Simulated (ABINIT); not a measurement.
# SiO2 (Quartz): a self-consistent loop beyond G0W0, cycle by cycle

Wanted: G0W0 and self-consistent gaps of SiO2 (Quartz), with the cost of the cycles.

Method: PBE and many-body steps on it, plane waves, in ABINIT 10.8.3.

### Step 1. Set-up

The structure is trigonal, space group P3_121 (No. 152). Conventional cell: a = 4.916 Å, b = 4.916 Å, c = 5.409 Å, α = 90.00°, β = 90.00°, γ = 120.00°. Nearest to Si lie 4 O at 1.61 Å. Nearest to O lie 2 Si at 1.61 Å. Farther neighbours and most contacts between anions are not listed.

The cell and positions come from the Crystallography Open Database and are kept as given unless a step says otherwise.

### Step 2. Empty states on the mesh, 3×3×2 mesh, 236 bands

This step: ABINIT 10.8.3; DFT, PBE, plane waves, norm-conserving pseudopotentials.

The sums over transitions need many empty states on a uniform mesh; this step solves for them.

Contents of run.abi:

```
acell 3*1.0 Angstrom
rprim 
  4.915799999986 0.000000000003 0.000000000000
  -2.457899999996 4.257207679910 0.000000000000
  0.000000000000 0.000000000000 5.409100000000
ntypat 2
znucl 14 8
natom 9
typat 1 1 1 2 2 2 2 2 2
xred 
  0.530300000000 0.000000000000 0.333333333333
  0.000000000000 0.530300000000 0.666666666667
  0.469700000000 0.469700000000 -0.000000000000
  0.146200000000 0.414200000000 0.881000000000
  0.585800000000 0.732000000000 0.214333333333
  0.268000000000 0.853800000000 0.547666666667
  0.414200000000 0.146200000000 0.119000000000
  0.732000000000 0.585800000000 0.785666666667
  0.853800000000 0.268000000000 0.452333333333
pp_dirpath "pseudos"
pseudos "Si.upf, O.upf"
ecut 36
ngkpt 3 3 2
nshiftk 1
shiftk 0 0 0
kptopt 1
chksymbreak 0
iscf -2
irdden 1
istwfk *1
nband 236
nbdbuf 20
tolwfr 1e-09
nstep 60
prtvol 0
indata_prefix "in"
outdata_prefix "out"
tmpdata_prefix "tmp"
```

Launch:

```
OMP_NUM_THREADS=1 mpirun -n 4 abinit run.abi > log
```

Numbers of over 12 decimals in the logs are rounded to 6 here.

Log:

```text
.Version 10.8.3 of ABINIT. v10.8.2 released Aug 2026.

 Symmetries : space group P3_1 2 1 (#152); Bravais hP (primitive hexag.)
[... echo of the input left out ...]
== DATASET  1 ==================================================================
-   mpi_nproc: 4, omp_nthreads: 1 (-1 if OMP is not activated)

--- !DatasetInfo
iteration_state: {dtset: 1, }
dimensions: {natom: 9, nkpt: 6, mband: 236, nsppol: 1, nspinor: 1, nspden: 1, mpw: 7935, }
cutoff_energies: {ecut:  36.0, pawecutdg:  -1.0, }
[...]
2.87298    2.87779    2.87779    2.89603    2.90612    2.92331    2.92331    2.94412
   2.95584    2.95584    2.98350    2.98350    3.00053    3.00325    3.00326    3.01509
   3.03409    3.03479    3.05246    3.08112
 prteigrs : prtvol=0 or 1, do not print more k-points.

== END DATASET(S) ==============================================================
================================================================================

 -outvars: echo values of variables after computation  --------
            nband         236
             nkpt           6
          spgroup         152
 [... the other variables as echoed above ...]

 Calculation completed.
```

Wall time 2.5 min (4 MPI ranks of Arm Neoverse V2, shared host); peak memory 0.54 GiB; 9.8 min of CPU time.

This step gave:

```yaml
gap: 6.038 eV
k_of_the_valence_top: 0.3333, 0.3333, 0
k_of_the_conduction_bottom: 0, 0, 0
least_direct_gap: 6.351 eV
k_points_computed: 6
lowest_point_of_the_top_converged_band_above_the_valence_top: 77.6599 eV
```

On this mesh the gap is 6.038 eV.

The density comes from a self-consistent run that is not shown.

### Step 3. Screening, 3×3×2 mesh, 216 bands, screening to 155.1 eV

The RPA dielectric matrix is built and inverted for each q.

This step: RPA screening on PBE, plane waves, norm-conserving pseudopotentials.

run.abi, as its differences from that of step 2:

```diff
@@ -27,10 +27,11 @@
 chksymbreak 0
-iscf -2
-irdden 1
 istwfk *1
-nband 236
-nbdbuf 20
-tolwfr 1e-09
-nstep 60
-prtvol 0
+occopt 1
+irdwfk 1
+optdriver 3
+nband 216
+ecuteps 5.7
+inclvkb 2
+awtr 1
+symchi 1
 indata_prefix "in"
```

Log:

```text
.Version 10.8.3 of ABINIT. v10.8.2 released Aug 2026.

 Symmetries : space group P3_1 2 1 (#152); Bravais hP (primitive hexag.)
[... echo of the input left out ...]
== DATASET  1 ==================================================================
-   mpi_nproc: 4, omp_nthreads: 1 (-1 if OMP is not activated)

--- !DatasetInfo
iteration_state: {dtset: 1, }
dimensions: {natom: 9, nkpt: 6, mband: 216, nsppol: 1, nspinor: 1, nspden: 1, mpw: 7935, }
cutoff_energies: {ecut:  36.0, pawecutdg:  -1.0, }
electrons: {nelect:   4.80000000E+01, charge:   0.00000000E+00, occopt:   1.00000000E+00, tsmear:   1.00000000E-02, }

 SCREENING: Calculation of the susceptibility and dielectric matrices

 Based on a program developped by R.W. Godby, V. Olevano, G. Onida, and L. Reining.
 Incorporated in ABINIT by V. Olevano, G.-M. Rignanese, and M. Torrent.
.Using double precision arithmetic ; gwpc =  8

[... cell and pseudopotentials left out ...]
--------------------------------------------------------------------------------

 ==== K-mesh for the wavefunctions ====
 Number of points in the irreducible wedge :     6
[... list of points left out ...]
 Together with  6 symmetry operations and time-reversal symmetry
 yields    18 points in the full Brillouin Zone.

 ==== Q-mesh for the screening function ====
 Number of points in the irreducible wedge :     6
[... list of points left out ...]
 Together with  6 symmetry operations and time-reversal symmetry
 yields    18 points in the full Brillouin Zone.

 setmesh: FFT mesh size selected  =    36x   36x   45
          total number of points  =        58320

 vcoul_init : cutoff-mode = AUXILIARY_FUNCTION
 q-points for optical limit:   1
     1)      0.000010    0.000020    0.000030

- screening: taking advantage of time-reversal symmetry
- Maximum band index for partially occupied states nbvw = 24
- Remaining bands to be divided among processors   nbcw = 192
- Number of bands treated by each node ~48

 Number of electrons calculated from density =   48.0000; Expected =   48.0000
 average of density, n =  0.062835
 r_s =    1.5604
 omega_plasma =   24.1800 [eV]

 calculating chi0 at frequencies [eV] :
  1    0.000000E+00    0.000000E+00
  2    0.000000E+00    2.417998E+01

--------------------------------------------------------------------------------
  q-point number  1        q = ( 0.000000, 0.000000, 0.000000) [r.l.u.]
--------------------------------------------------------------------------------
[... chi0 elements left out ...]
 For q-point:  0.000010 0.000020 0.000030
  dielectric constant =   2.3254
  dielectric constant without local fields =   2.5382

  Average fulfillment of the sum rule on Im[epsilon] for q-point    1 :     68.57  [%]
[... wings left out ...]
  q-point number  2        q = ( 0.333333, 0.000000, 0.000000) [r.l.u.]
--------------------------------------------------------------------------------
[... chi0 elements left out ...]
  Average fulfillment of the sum rule on Im[epsilon] for q-point    2 :     74.08  [%]

 [... 4 further q-points ...]
```

Elapsed: 2.4 min, on 4 MPI ranks; peak memory 2.3 GiB; 9.4 min of CPU time.

This step gave:

| Item | Value |
| --- | --- |
| ε∞ with local fields, on this mesh, along the program's q direction | 2.325 |
| the same without local fields | 2.538 |
| plasma frequency | 24.18 eV |
| plane waves in the screening matrix | 503 |

Local fields lower ε∞ by 8 %. On a Γ-centred mesh this coarse the value itself is usually too large, while a short band sum pulls it down.

### Step 4. G0W0

The self-energy is evaluated for the states that the input lists, and the levels follow from it, in one-shot runs by the linearised quasiparticle equation.

This step: G0W0 on PBE, plane waves, norm-conserving pseudopotentials.

run.abi, as its differences from that of step 3:

```diff
@@ -30,8 +30,19 @@
 irdwfk 1
-optdriver 3
+optdriver 4
 nband 216
+gwcalctyp 0
+ecutsigx 36
+symsigma 1
+nkptgw 3
+kptgw 
+  0.3333333333 0.3333333333 0.0000000000
+  0.0000000000 0.0000000000 0.0000000000
+  0.0000000000 0.0000000000 0.5000000000
+bdgw 
+  22 26
+  23 27
+  22 26
 ecuteps 5.7
-inclvkb 2
-awtr 1
-symchi 1
+irdscr 1
+ppmodel 1
 indata_prefix "in"
```

Log:

```text
.Version 10.8.3 of ABINIT. v10.8.2 released Aug 2026.

 Symmetries : space group P3_1 2 1 (#152); Bravais hP (primitive hexag.)
[... echo of the input left out ...]
== DATASET  1 ==================================================================
-   mpi_nproc: 4, omp_nthreads: 1 (-1 if OMP is not activated)

--- !DatasetInfo
iteration_state: {dtset: 1, }
dimensions: {natom: 9, nkpt: 6, mband: 216, nsppol: 1, nspinor: 1, nspden: 1, mpw: 7935, }
cutoff_energies: {ecut:  36.0, pawecutdg:  -1.0, }
electrons: {nelect:   4.80000000E+01, charge:   0.00000000E+00, occopt:   1.00000000E+00, tsmear:   1.00000000E-02, }

 SIGMA: Calculation of the GW corrections

 Based on a program developped by R.W. Godby, V. Olevano, G. Onida, and L. Reining.
 Incorporated in ABINIT by V. Olevano, G.-M. Rignanese, and M. Torrent.
.Using double precision arithmetic ; gwpc =  8

[... cell and pseudopotentials left out ...]
--------------------------------------------------------------------------------

 ==== K-mesh for the wavefunctions ====
 Number of points in the irreducible wedge :     6
[... list of points left out ...]
 Together with  6 symmetry operations and time-reversal symmetry
 yields    18 points in the full Brillouin Zone.

 ==== Q-mesh for screening function ====
 Number of points in the irreducible wedge :     6
[... list of points left out ...]
 Together with  6 symmetry operations and time-reversal symmetry
 yields    18 points in the full Brillouin Zone.

 vcoul_init : cutoff-mode = AUXILIARY_FUNCTION
 q-points for optical limit:   1
     1)      0.000010    0.000020    0.000030
 setmesh: FFT mesh size selected  =    45x   45x   60
          total number of points  =       121500

 Number of electrons calculated from density =   48.0000; Expected =   48.0000
 average of density, n =  0.062835
 r_s =    1.5604
 omega_plasma =   24.1800 [eV]

 === KS Band Gaps ===
  >>>> For spin  1
   Minimum direct gap =   6.3514 [eV], located at k-point      :   0.0000  0.0000  0.0000
   Fundamental gap    =   6.0382 [eV], Top of valence bands at :   0.3333  0.3333  0.0000
                                       Bottom of conduction at :   0.0000  0.0000  0.0000
 SIGMA fundamental parameters:
 PLASMON POLE MODEL  1
 number of plane-waves for SigmaX                 7935
 number of plane-waves for SigmaC and W            503
 number of plane-waves for wavefunctions          7935
 number of bands                                   216
 number of independent spin polarizations            1
 number of spinorial components                      1
 number of k-points in IBZ                           6
 number of q-points in IBZ                           6
 number of symmetry operations                       6
 number of k-points in BZ                           18
 number of q-points in BZ                           18
 number of frequencies for dSigma/dE                 9
 frequency step for dSigma/dE [eV]                0.25
 number of omega for Sigma on real axis              0
 max omega for Sigma on real axis  [eV]           0.00
 zcut for avoiding poles [eV]                     0.10

 EPSILON^-1 parameters (SCR file):
 dimension of the eps^-1 matrix on file            503
 dimension of the eps^-1 matrix used               503
 number of plane-waves for wavefunctions          7935
 number of bands                                   216
 number of q-points in IBZ                           6
 number of frequencies                               2
 number of real frequencies                          1
 number of imag frequencies                          1

 matrix elements of self-energy operator (all in [eV])

 Perturbative Calculation

--- !SelfEnergy_ee
iteration_state: {dtset: 1, }
kpoint     : [   0.333,    0.333,    0.000, ]
spin       : 1
KS_gap     :    8.953
QP_gap     :   12.001
Delta_QP_KS:    3.048
data: !SigmaeeData |
     Band     E0 <VxcDFT>   SigX SigC(E0)      Z dSigC/dE  Sig(E)    E-E0       E
       22  -0.238 -19.753 -25.566   4.026   0.815  -0.226 -21.210  -1.457  -1.695
       23  -0.238 -19.753 -25.566   4.026   0.815  -0.226 -21.210  -1.457  -1.695
       24   0.197 -20.113 -25.806   4.004   0.817  -0.224 -21.493  -1.380  -1.182
       25   9.150 -12.396  -7.182  -3.272   0.859  -0.164 -10.728   1.668  10.818
       26   9.150 -12.396  -7.182  -3.272   0.859  -0.164 -10.728   1.668  10.818

--- !SelfEnergy_ee
iteration_state: {dtset: 1, }
kpoint     : [   0.000,    0.000,    0.000, ]
spin       : 1
KS_gap     :    6.351
QP_gap     :    9.011
Delta_QP_KS:    2.660
data: !SigmaeeData |
     Band     E0 <VxcDFT>   SigX SigC(E0)      Z dSigC/dE  Sig(E)    E-E0       E
       23  -0.116 -19.544 -25.286   3.956   0.817  -0.224 -21.003  -1.459  -1.575
[...]
--- !SelfEnergy_ee
iteration_state: {dtset: 1, }
kpoint     : [   0.000,    0.000,    0.500, ]
spin       : 1
KS_gap     :    8.062
QP_gap     :   10.997
Delta_QP_KS:    2.934
data: !SigmaeeData |
     Band     E0 <VxcDFT>   SigX SigC(E0)      Z dSigC/dE  Sig(E)    E-E0       E
[...]
24   0.108 -19.970 -25.710   4.010   0.816  -0.225 -21.382  -1.412  -1.303
       25   8.171 -12.281  -7.438  -3.076   0.862  -0.161 -10.759   1.522   9.693
       26   8.171 -12.281  -7.438  -3.076   0.862  -0.161 -10.759   1.522   9.693

== END DATASET(S) ==============================================================
================================================================================

 -outvars: echo values of variables after computation  --------
           etotal      0.0000000000E+00
            nband         216
             nkpt           6
          spgroup         152
 [... the other variables as echoed above ...]

 Calculation completed.
```

Wall time 56 s (4 MPI ranks); peak memory 2.1 GiB.

Numbers from this step:

- G0W0 gap on the points computed: 8.619 eV
- starting gap on the mesh: 6.038 eV
- k of the valence top: 0.3333, 0.3333, 0
- k of the conduction bottom: 0, 0, 0
- Z at the valence top: 0.817
- Z at the conduction bottom: 0.87
- least direct G0W0 gap on the computed points: 9.012 eV

The gap on the mesh goes from 6.04 eV to 8.62 eV, a correction of +2.58 eV.

### Step 5. evGW0, cycle 1

This step: evGW0 on PBE, plane waves, norm-conserving pseudopotentials.

run.abi, as its differences from that of step 4:

```diff
@@ -32,14 +32,20 @@
 nband 216
-gwcalctyp 0
+gwcalctyp 10
 ecutsigx 36
 symsigma 1
-nkptgw 3
+nkptgw 6
 kptgw 
+  0.0000000000 0.0000000000 0.0000000000
+  0.3333333333 0.0000000000 0.0000000000
   0.3333333333 0.3333333333 0.0000000000
-  0.0000000000 0.0000000000 0.0000000000
   0.0000000000 0.0000000000 0.5000000000
+  0.3333333333 0.0000000000 0.5000000000
+  0.3333333333 0.3333333333 0.5000000000
 bdgw 
-  22 26
-  23 27
-  22 26
+  7 32
+  7 32
+  7 32
+  7 32
+  7 32
+  7 32
 ecuteps 5.7
```

Log:

```text
.Version 10.8.3 of ABINIT. v10.8.2 released Aug 2026.

 Symmetries : space group P3_1 2 1 (#152); Bravais hP (primitive hexag.)
[... echo of the input left out ...]
== DATASET  1 ==================================================================
-   mpi_nproc: 4, omp_nthreads: 1 (-1 if OMP is not activated)

--- !DatasetInfo
iteration_state: {dtset: 1, }
dimensions: {natom: 9, nkpt: 6, mband: 216, nsppol: 1, nspinor: 1, nspden: 1, mpw: 7935, }
cutoff_energies: {ecut:  36.0, pawecutdg:  -1.0, }
electrons: {nelect:   4.80000000E+01, charge:   0.00000000E+00, occopt:   1.00000000E+00, tsmear:   1.00000000E-02, }

 SIGMA: Calculation of the GW corrections

 Based on a program developped by R.W. Godby, V. Olevano, G. Onida, and L. Reining.
 Incorporated in ABINIT by V. Olevano, G.-M. Rignanese, and M. Torrent.
.Using double precision arithmetic ; gwpc =  8

[... cell and pseudopotentials left out ...]
--------------------------------------------------------------------------------

 ==== K-mesh for the wavefunctions ====
 Number of points in the irreducible wedge :     6
[... list of points left out ...]
 Together with  6 symmetry operations and time-reversal symmetry
 yields    18 points in the full Brillouin Zone.

 ==== Q-mesh for screening function ====
 Number of points in the irreducible wedge :     6
[... list of points left out ...]
 Together with  6 symmetry operations and time-reversal symmetry
 yields    18 points in the full Brillouin Zone.

 vcoul_init : cutoff-mode = AUXILIARY_FUNCTION
 q-points for optical limit:   1
     1)      0.000010    0.000020    0.000030
 setmesh: FFT mesh size selected  =    45x   45x   60
          total number of points  =       121500

 Number of electrons calculated from density =   48.0000; Expected =   48.0000
[...]
KS_gap     :    8.781
QP_gap     :   11.915
Delta_QP_KS:    3.134
data: !SigmaeeData |
     Band     E_DFT   <VxcDFT>   E(N-1)  <Hhartree>   SigX  SigC[E(N-1)]    Z     dSigC/dE  Sig[E(N)]  DeltaE  E(N)_pert E(N)_diago
[...]
--- !SelfEnergy_ee
iteration_state: {dtset: 1, }
kpoint     : [   0.333,    0.333,    0.500, ]
spin       : 1
KS_gap     :    9.613
QP_gap     :   13.126
Delta_QP_KS:    3.513
data: !SigmaeeData |
     Band     E_DFT   <VxcDFT>   E(N-1)  <Hhartree>   SigX  SigC[E(N-1)]    Z     dSigC/dE  Sig[E(N)]  DeltaE  E(N)_pert E(N)_diago
[...]
31    11.187   -11.210    11.187    22.397    -5.571    -3.601     0.859    -0.165    -9.460     1.750    12.937    13.225
       32    11.187   -11.210    11.187    22.397    -5.571    -3.601     0.859    -0.165    -9.460     1.750    12.937    13.225

 New Fermi energy :        1.125347E-01 Ha ,    3.062225E+00 eV

 === QP Band Gaps ===
  >>>> For spin  1
   Minimum direct gap =   9.5181 [eV], located at k-point      :   0.0000  0.0000  0.0000
   Fundamental gap    =   9.1087 [eV], Top of valence bands at :   0.3333  0.3333  0.0000
                                       Bottom of conduction at :   0.0000  0.0000  0.0000

 writing QP data on file : out_QPS

 Convergence of QP corrections
 >>>>> For spin  1 <<<<<
.  kptgw no:  1; Maximum DeltaE = (  58.737  67.862) for band index:  2
.  kptgw no:  2; Maximum DeltaE = (   1.506   0.000) for band index:  1
.  kptgw no:  3; Maximum DeltaE = (   1.590  -0.000) for band index:  1
.  kptgw no:  4; Maximum DeltaE = (   1.695   0.000) for band index:  1
.  kptgw no:  5; Maximum DeltaE = (   1.188  -0.000) for band index:  1
.  kptgw no:  6; Maximum DeltaE = (   1.410   0.001) for band index:  2

== END DATASET(S) ==============================================================
================================================================================

 -outvars: echo values of variables after computation  --------
           etotal      0.0000000000E+00
            nband         216
             nkpt           6
          spgroup         152
 [... the other variables as echoed above ...]

 Calculation completed.
```

Elapsed: 12 min, on 4 MPI ranks; peak memory 2.7 GiB; 49 min of CPU time.

This step gave:

| Quantity | Value |
| --- | --- |
| quasiparticle gap on the mesh | 9.109 eV |
| gap of the density functional on the mesh | 6.038 eV |
| k of the valence top | 0.3333, 0.3333, 0 |
| k of the conduction bottom | 0, 0, 0 |
| Z at the valence top | 0.817 |
| Z at the conduction bottom | 0.87 |
| least direct quasiparticle gap on the computed points | 9.519 eV |

Against G0W0 in ABINIT (3×3×2 mesh, 216 bands, screening to 155.1 eV, Godby-Needs plasmon pole), the gap moves by +0.490 eV. This first cycle still uses the starting levels; it takes the full correction, at all points of the mesh, and its linearised value is 8.619 eV.

### Step 6. evGW0, cycle 2

The corrected levels of the last cycle go back in.

run.abi, as its differences from that of step 5:

```diff
@@ -53,2 +53,3 @@
 ppmodel 1
+irdqps 1
 indata_prefix "in"
```

Log:

```text
.Version 10.8.3 of ABINIT. v10.8.2 released Aug 2026.

 Symmetries : space group P3_1 2 1 (#152); Bravais hP (primitive hexag.)
[... echo of the input left out ...]
== DATASET  1 ==================================================================
-   mpi_nproc: 4, omp_nthreads: 1 (-1 if OMP is not activated)

--- !DatasetInfo
iteration_state: {dtset: 1, }
dimensions: {natom: 9, nkpt: 6, mband: 216, nsppol: 1, nspinor: 1, nspden: 1, mpw: 7935, }
cutoff_energies: {ecut:  36.0, pawecutdg:  -1.0, }
[...]
.  kptgw no:  4; Maximum DeltaE = (  -0.119   0.000) for band index: 26
.  kptgw no:  5; Maximum DeltaE = (  -0.155   0.000) for band index: 25
.  kptgw no:  6; Maximum DeltaE = (   0.058   0.000) for band index: 19

== END DATASET(S) ==============================================================
================================================================================

 -outvars: echo values of variables after computation  --------
           etotal      0.0000000000E+00
            nband         216
             nkpt           6
          spgroup         152
 [... the other variables as echoed above ...]

 Calculation completed.
```

Run time: 12 min. Hardware: 4 MPI ranks; peak memory 2.7 GiB.

Numbers from this step:

| Property | Result |
| --- | --- |
| quasiparticle gap on the mesh | 9.007 eV |
| gap of the density functional on the mesh | 6.038 eV |
| k of the valence top | 0.3333, 0.3333, 0 |
| k of the conduction bottom | 0, 0, 0 |
| least direct quasiparticle gap on the computed points | 9.4 eV |

Against the cycle before, the gap moves by −0.102 eV.

[end of part 1 of 3]

[Paths, hosts, dates, memory and timing lines, banners, echoed tables and standing remarks are left out of the program output.]

[Logs are printed without paths, hosts, clocks, repeated set-up lines and the standing remarks that a program may print on its own settings, such as how far it seeks lower states.]

[Runs of the session that timed out or met a known fault of the program may be left out.]

[Hosts, paths, dates, database ids (printed as entryN), source tags and the programs' standing remarks are cut or masked in the printed files.]

[G0W0 gaps are taken among the corrected bands and points alone; a level outside them can change the order at an edge.]

[Where Ansatz stands beside ABINIT at settings called matched, ABINIT's density can come from a denser mesh and the files from another edition; pairs whose starting gaps differed by over 0.03 eV were left out, so agreement reads better than it is.]
